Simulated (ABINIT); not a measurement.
# HfCdS3 (Pm-3m): zone-centre phonons

Which modes does HfCdS3 (Pm-3m) have at the zone centre?

Calculated with ABINIT 10.8.3; DFT PBE, scalar-relativistic, plane waves, SPMS norm-conserving pseudopotentials.

The structure was built from a prototype and need not be the compound's stable phase.

## (1) The starting structure

Symmetry: Pm-3m, No. 221, cubic system. Conventional cell: a = 4.947 Å, b = 4.947 Å, c = 4.947 Å, α = 90.00°, β = 90.00°, γ = 90.00°. Cd has 12 S at 3.50 Å nearest. Nearest to Hf lie 6 S at 2.47 Å. Nearest to S lie 2 Hf at 2.47 Å. Farther neighbours and most contacts between anions are not listed.

## (2) A first look

A first run with smearing and empty bands tells whether the crystal has a gap, which decides between fixed occupations and smearing later on.

The input, probe.abi:

```
# ground state
tolvrs 1.0d-08
prtden 1
prtwf 1

# basis, mesh and filling
ecut 30.0
ngkpt 4 4 4
nshiftk 1
shiftk 0.0 0.0 0.0
istwfk *1
occopt 7
tsmear 0.005
nband 35
nstep 100
diemac 9.0
prtebands 0
prtgsr 0
useylm 1

# cell and atoms
acell 9.348475138 9.348475138 9.348475138
rprim 
    1.0 0.0 0.0
    0.0 1.0 0.0
    0.0 0.0 1.0
ntypat 3
znucl 48 72 16
natom 5
typat 1 2 3 3 3
xred 
    0.0 0.0 0.0
    0.5 0.5 0.5
    0.5 0.5 0.0
    0.5 0.0 0.5
    0.0 0.5 0.5
pp_dirpath "./pseudo"
pseudos "Cd.psp8, Hf.psp8, S.psp8"
```

Command:

```
$ OMP_NUM_THREADS=1 mpirun -n 4 abinit probe.abi > probe.log
```

Numbers of over 12 decimals in the logs are rounded to 6 here.

probe.abo, the main output file:

```text
[banners, grids, parts of the stress and lines that vanish by symmetry left out]
- input  file    -> probe.abi
- output file    -> probe.abo
- root for input  files -> probei
[...]
Symmetries : space group Pm -3 m (#221); Bravais cP (primitive cubic)
[...]
mpw =        6488          nfft =      110592          nkpt =          10
[...]
== DATASET  1 ==================================================================
[...]
cutoff_energies: {ecut:  30.0, pawecutdg:  -1.0, }
[...]
Exchange-correlation functional for the present dataset will be:
  GGA: Perdew-Burke-Ernzerhof functional - ixc=11
[...]
ETOT  1  -256.95012231515    -2.570E+02 1.165E-01 1.172E+03
 ETOT  2  -257.28070248914    -3.306E-01 9.891E-03 6.299E+02
 ETOT  3  -257.42702670454    -1.463E-01 1.647E-03 3.230E+01
 ETOT  4  -257.43356272723    -6.536E-03 8.905E-04 1.431E+00
 ETOT  5  -257.43379296940    -2.302E-04 2.329E-04 2.040E-01
[...]
ETOT  9  -257.43383022631    -1.398E-10 6.108E-05 1.521E-07
 ETOT 10  -257.43383022634    -2.490E-11 6.841E-05 5.807E-10
 At SCF step   10       vres2   =  5.81E-10 < tolvrs=  1.00E-08 =>converged.
[...]
sigma(1 1)= -5.69974695E-06  sigma(3 2)=  0.00000000E+00
  sigma(2 2)= -5.69974695E-06  sigma(3 1)=  0.00000000E+00
  sigma(3 3)= -5.69974695E-06  sigma(2 1)=  0.00000000E+00
[...]
convergence: {deltae: -2.490E-11, res2:  5.807E-10, residm:  6.841E-05, diffor: null, }
etotal    :  -2.57433830E+02
[...]
sigma(1 1)= -5.69974695E-06  sigma(3 2)=  0.00000000E+00
  sigma(2 2)= -5.69974695E-06  sigma(3 1)=  0.00000000E+00
  sigma(3 3)= -5.69974695E-06  sigma(2 1)=  0.00000000E+00
[...]
- sigma(1 1)= -1.67692345E-01  sigma(3 2)=  0.00000000E+00
- sigma(2 2)= -1.67692345E-01  sigma(3 1)=  0.00000000E+00
- sigma(3 3)= -1.67692345E-01  sigma(2 1)=  0.00000000E+00
[...]
fcart     -0.0000000000E+00 -0.0000000000E+00 -0.0000000000E+00
           strten     -5.6997469518E-06 -5.6997469518E-06 -5.6997469518E-06
================================================================================

[key lines of the parts left out:]
pressure_GPa:   1.6769E-01
```

Elapsed: 45 s, on 4 MPI ranks of Arm Neoverse N1, shared host; 3 min of CPU time.

Read from the output:

| Quantity | Value |
| --- | --- |
| volume per atom | 24.21 Å³ |
| pressure | 0.1677 GPa |
| gap on the k-mesh | 0 eV |

No gap opens on this mesh, so smearing is kept; the printed pressure holds the stress of the finite basis too.

## (3) Rough relaxation

The typed start is rough, so a first relaxation with smearing and loose thresholds takes it towards rest cheaply.

The input, prerelax.abi:

```
# relaxation
ionmov 2
optcell 2
dilatmx 1.15
chkdilatmx 0
ntime 40
tolmxf 3.0d-04
tolvrs 1.0d-10
prtwf 0
prtden 0
chksymtnons 0

# basis, mesh and filling
ecut 31.0
ecutsm 3.0
ngkpt 4 4 4
nshiftk 1
shiftk 0.0 0.0 0.0
istwfk *1
occopt 7
tsmear 0.005
nband 35
nstep 100
diemac 1000000.0
prtebands 0
prtgsr 0
useylm 1

# cell and atoms
acell 9.348475138 9.348475138 9.348475138
rprim 
    1.0 0.0 0.0
    0.0 1.0 0.0
    0.0 0.0 1.0
ntypat 3
znucl 48 72 16
natom 5
typat 1 2 3 3 3
xred 
    0.0 0.0 0.0
    0.5 0.5 0.5
    0.5 0.5 0.0
    0.5 0.0 0.5
    0.0 0.5 0.5
pp_dirpath "./pseudo"
pseudos "Cd.psp8, Hf.psp8, S.psp8"
```

Command:

```
$ OMP_NUM_THREADS=1 mpirun -n 4 abinit prerelax.abi > prerelax.log
```

prerelax.abo, the main output file:

```text
[banners, grids, parts of the stress and lines that vanish by symmetry left out]
- input  file    -> prerelax.abi
- output file    -> prerelax.abo
- root for input  files -> prerelaxi
[...]
Symmetries : space group Pm -3 m (#221); Bravais cP (primitive cubic)
[...]
mpw =       10280          nfft =      157464          nkpt =          10
[...]
== DATASET  1 ==================================================================
[...]
cutoff_energies: {ecut:  31.0, pawecutdg:  -1.0, }
[...]
Exchange-correlation functional for the present dataset will be:
  GGA: Perdew-Burke-Ernzerhof functional - ixc=11
[...]
ETOT  1  -256.94045676167    -2.569E+02 8.452E-02 1.640E+03
 ETOT  2  -257.33997022917    -3.995E-01 1.740E-02 5.020E+02
 ETOT  3  -257.42861485912    -8.864E-02 2.366E-03 3.833E+01
 ETOT  4  -257.43371600248    -5.101E-03 2.043E-03 7.309E-01
[...]
ETOT  9  -257.43383951720    -1.251E-12 2.131E-08 6.415E-11
 At SCF step    9       vres2   =  6.41E-11 < tolvrs=  1.00E-10 =>converged.
[...]
sigma(1 1)= -1.44536794E-08  sigma(3 2)=  0.00000000E+00
  sigma(2 2)= -1.44536794E-08  sigma(3 1)=  0.00000000E+00
  sigma(3 3)= -1.44536794E-08  sigma(2 1)=  0.00000000E+00
[...]
convergence: {deltae: -1.251E-12, res2:  6.415E-11, residm:  2.131E-08, diffor: null, }
etotal    :  -2.57433840E+02
[...]
At Broyd/MD step   3, gradients are converged :
[...]
sigma(1 1)= -1.44536794E-08  sigma(3 2)=  0.00000000E+00
  sigma(2 2)= -1.44536794E-08  sigma(3 1)=  0.00000000E+00
  sigma(3 3)= -1.44536794E-08  sigma(2 1)=  0.00000000E+00
[...]
- sigma(1 1)= -4.25241928E-04  sigma(3 2)=  0.00000000E+00
- sigma(2 2)= -4.25241928E-04  sigma(3 1)=  0.00000000E+00
- sigma(3 3)= -4.25241928E-04  sigma(2 1)=  0.00000000E+00
[...]
fcart     -0.0000000000E+00 -0.0000000000E+00 -0.0000000000E+00
           strten     -1.4453679365E-08 -1.4453679363E-08 -1.4453679358E-08
================================================================================

[key lines of the parts left out:]
pressure_GPa:   4.2524E-04
Total energy (etotal) [Ha]= -2.57433839517196E+02
```

The job ended after 3.9 min (4 MPI ranks).

Little changed from the start: no atom moved by 0.005 Å and no cell edge by 0.1 %.

Numbers from this step:

```
volume per atom : 24.27 Å³
pressure        : 4.25e-4 GPa
```

The volume changes by +0.2 % in this run and stands +0.2 % from the first cell.

## (4) Relaxation

The harmonic expansion needs vanishing forces, and a free crystal bears no stress, so cell and atoms are brought to rest. Stress is more sensitive to the basis than forces are: the last 3 Ha under the cutoff are smoothed with ecutsm, and the cutoff is raised above that of the later runs.

The input, relax.abi:

```
# relaxation
ionmov 2
optcell 2
dilatmx 1.08
ntime 40
tolmxf 1.0d-05
tolvrs 1.0d-14
prtwf 0
prtden 0
chksymtnons 0

# basis, mesh and filling
ecut 38.0
ecutsm 3.0
ngkpt 6 6 6
nshiftk 1
shiftk 0.0 0.0 0.0
istwfk *1
occopt 6
tsmear 0.01
nband 35
nstep 100
diemac 1000000.0
prtebands 0
prtgsr 0
useylm 1

# cell and atoms
acell 9.355824863 9.355824863 9.355824863
rprim 
    1.0 0.0 0.0
    0.0 1.0 0.0
    0.0 0.0 1.0
ntypat 3
znucl 48 72 16
natom 5
typat 1 2 3 3 3
xred 
    0.0 0.0 0.0
    0.5 0.5 0.5
    0.5 0.5 0.0
    0.5 0.0 0.5
    0.0 0.5 0.5
pp_dirpath "./pseudo"
pseudos "Cd.psp8, Hf.psp8, S.psp8"
```

Command:

```
$ OMP_NUM_THREADS=1 mpirun -n 4 abinit relax.abi > relax.log
```

relax.abo, the main output file:

```text
[banners, grids, parts of the stress and lines that vanish by symmetry left out]
- input  file    -> relax.abi
- output file    -> relax.abo
- root for input  files -> relaxi
[...]
Symmetries : space group Pm -3 m (#221); Bravais cP (primitive cubic)
[...]
mpw =       11592          nfft =      216000          nkpt =          20
[...]
== DATASET  1 ==================================================================
[...]
cutoff_energies: {ecut:  38.0, pawecutdg:  -1.0, }
[...]
Exchange-correlation functional for the present dataset will be:
  GGA: Perdew-Burke-Ernzerhof functional - ixc=11
[...]
ETOT  1  -256.92903011920    -2.569E+02 1.298E-01 2.313E+03
 ETOT  2  -257.32418239361    -3.952E-01 1.068E-02 8.245E+02
 ETOT  3  -257.42717617938    -1.030E-01 5.713E-03 6.685E+01
 ETOT  4  -257.43396698655    -6.791E-03 1.718E-03 8.372E-01
 ETOT  5  -257.43402069161    -5.371E-05 7.024E-04 4.927E-01
[...]
At SCF step   14       vres2   =  5.41E-15 < tolvrs=  1.00E-14 =>converged.
[...]
sigma(1 1)= -1.30949978E-06  sigma(3 2)=  0.00000000E+00
  sigma(2 2)= -1.30949978E-06  sigma(3 1)=  0.00000000E+00
  sigma(3 3)= -1.30949978E-06  sigma(2 1)=  0.00000000E+00
[...]
convergence: {deltae: -2.200E-11, res2:  5.412E-15, residm:  3.672E-05, diffor: null, }
etotal    :  -2.57434070E+02
[...]
ETOT  1  -257.43406710246    -2.574E+02 1.876E-05 2.681E-02
[...]
At SCF step   11       vres2   =  1.00E-16 < tolvrs=  1.00E-14 =>converged.
[...]
sigma(1 1)= -1.02086349E-06  sigma(3 2)=  0.00000000E+00
  sigma(2 2)= -1.02086349E-06  sigma(3 1)=  0.00000000E+00
  sigma(3 3)= -1.02086349E-06  sigma(2 1)=  0.00000000E+00
[...]
convergence: {deltae:  5.741E-12, res2:  1.001E-16, residm:  5.812E-05, diffor: null, }
etotal    :  -2.57434070E+02
[...]
ETOT  1  -257.43403830556    -2.574E+02 7.099E-05 3.342E-01
[...]
ETOT 10  -257.43406980854     4.945E-12 7.580E-05 3.213E-13
 ETOT 11  -257.43406980854     7.958E-13 5.238E-05 1.342E-15
 At SCF step   11       vres2   =  1.34E-15 < tolvrs=  1.00E-14 =>converged.
[...]
sigma(1 1)= -7.11923538E-10  sigma(3 2)=  0.00000000E+00
  sigma(2 2)= -7.11923539E-10  sigma(3 1)=  0.00000000E+00
  sigma(3 3)= -7.11923534E-10  sigma(2 1)=  0.00000000E+00
[...]
convergence: {deltae:  7.958E-13, res2:  1.342E-15, residm:  5.238E-05, diffor: null, }
etotal    :  -2.57434070E+02
[...]
At Broyd/MD step   3, gradients are converged :
[...]
sigma(1 1)= -7.11923538E-10  sigma(3 2)=  0.00000000E+00
  sigma(2 2)= -7.11923539E-10  sigma(3 1)=  0.00000000E+00
  sigma(3 3)= -7.11923534E-10  sigma(2 1)=  0.00000000E+00
[...]
- sigma(1 1)= -2.09455136E-05  sigma(3 2)=  0.00000000E+00
- sigma(2 2)= -2.09455137E-05  sigma(3 1)=  0.00000000E+00
- sigma(3 3)= -2.09455135E-05  sigma(2 1)=  0.00000000E+00
[...]
fcart     -0.0000000000E+00 -0.0000000000E+00 -0.0000000000E+00
           strten     -7.1192353835E-10 -7.1192353922E-10 -7.1192353401E-10
================================================================================

[key lines of the parts left out:]
pressure_GPa:   2.0946E-05
Total energy (etotal) [Ha]= -2.57434069808536E+02
```

Wall time 8.5 min (4 MPI ranks).

Little changed from the start: no atom moved by 0.005 Å and no cell edge by 0.1 %.

This step gave:

- volume per atom: 24.28 Å³
- pressure: 2.09e-5 GPa

The volume changes by +0.1 % in this run and stands +0.3 % from the first cell.

## (5) Self-consistent run for the response

The response is built on these wavefunctions, so the potential is converged far more tightly than an energy would need. Smearing stays on, as the first look found no gap above 0.3 eV.

The input, gs.abi:

```
# ground state
tolvrs 1.0d-16
prtden 1
prtwf 1

# basis, mesh and filling
ecut 30.0
ngkpt 6 6 6
nshiftk 1
shiftk 0.0 0.0 0.0
istwfk *1
occopt 6
tsmear 0.01
nband 35
nstep 100
diemac 1000000.0
prtebands 0
prtgsr 0
useylm 1

# cell and atoms
acell 9.357493049 9.357493049 9.357493049
rprim 
    1.0 0.0 0.0
    0.0 1.0 0.0
    0.0 0.0 1.0
ntypat 3
znucl 48 72 16
natom 5
typat 1 2 3 3 3
xred 
    0.0 0.0 0.0
    0.5 0.5 0.5
    0.5 0.5 0.0
    0.5 0.0 0.5
    0.0 0.5 0.5
pp_dirpath "./pseudo"
pseudos "Cd.psp8, Hf.psp8, S.psp8"
```

Command:

```
$ OMP_NUM_THREADS=1 mpirun -n 4 abinit gs.abi > gs.log
```

gs.abo, the main output file:

```text
[banners, grids, parts of the stress and lines that vanish by symmetry left out]
- input  file    -> gs.abi
- output file    -> gs.abo
- root for input  files -> gsi
[...]
Symmetries : space group Pm -3 m (#221); Bravais cP (primitive cubic)
[...]
mpw =        6488          nfft =      110592          nkpt =          20
[...]
== DATASET  1 ==================================================================
[...]
cutoff_energies: {ecut:  30.0, pawecutdg:  -1.0, }
[...]
Exchange-correlation functional for the present dataset will be:
  GGA: Perdew-Burke-Ernzerhof functional - ixc=11
[...]
ETOT  1  -256.97467754266    -2.570E+02 1.169E-01 1.173E+03
 ETOT  2  -257.32035059448    -3.457E-01 9.967E-03 4.342E+02
 ETOT  3  -257.42718976678    -1.068E-01 1.811E-03 3.431E+01
 ETOT  4  -257.43393554566    -6.746E-03 5.736E-03 4.302E-01
 ETOT  5  -257.43398574973    -5.020E-05 2.379E-03 2.787E-01
[...]
ETOT 14  -257.43403782414     1.467E-11 8.407E-05 2.687E-15
 ETOT 15  -257.43403782415    -1.762E-11 7.735E-05 1.978E-17
 At SCF step   15       vres2   =  1.98E-17 < tolvrs=  1.00E-16 =>converged.
[...]
sigma(1 1)=  1.27655727E-07  sigma(3 2)=  0.00000000E+00
  sigma(2 2)=  1.27655727E-07  sigma(3 1)=  0.00000000E+00
  sigma(3 3)=  1.27655727E-07  sigma(2 1)=  0.00000000E+00
[...]
convergence: {deltae: -1.762E-11, res2:  1.978E-17, residm:  7.735E-05, diffor: null, }
etotal    :  -2.57434038E+02
[...]
sigma(1 1)=  1.27655727E-07  sigma(3 2)=  0.00000000E+00
  sigma(2 2)=  1.27655727E-07  sigma(3 1)=  0.00000000E+00
  sigma(3 3)=  1.27655727E-07  sigma(2 1)=  0.00000000E+00
[...]
- sigma(1 1)=  3.75576116E-03  sigma(3 2)=  0.00000000E+00
- sigma(2 2)=  3.75576116E-03  sigma(3 1)=  0.00000000E+00
- sigma(3 3)=  3.75576116E-03  sigma(2 1)=  0.00000000E+00
[...]
fcart     -0.0000000000E+00 -0.0000000000E+00 -0.0000000000E+00
           strten      1.2765572725E-07  1.2765572725E-07  1.2765572725E-07
================================================================================

[key lines of the parts left out:]
pressure_GPa:  -3.7558E-03
```

Wall time 1.7 min (4 MPI ranks).

Numbers from this step:

```yaml
pressure: -0.003756 GPa
```

The cell stands at -0.0038 GPa, close enough for phonons.

(Continued in part 2 of 4.)

[Host names and launcher messages were left out of these logs when they were recorded.]

[Logs are printed without paths, hosts, clocks, repeated set-up lines and the standing remarks that a program may print on its own settings, such as how far it seeks lower states.]

[Hosts, paths, dates, database ids (printed as entryN), source tags and the programs' standing remarks are cut or masked in the printed files.]
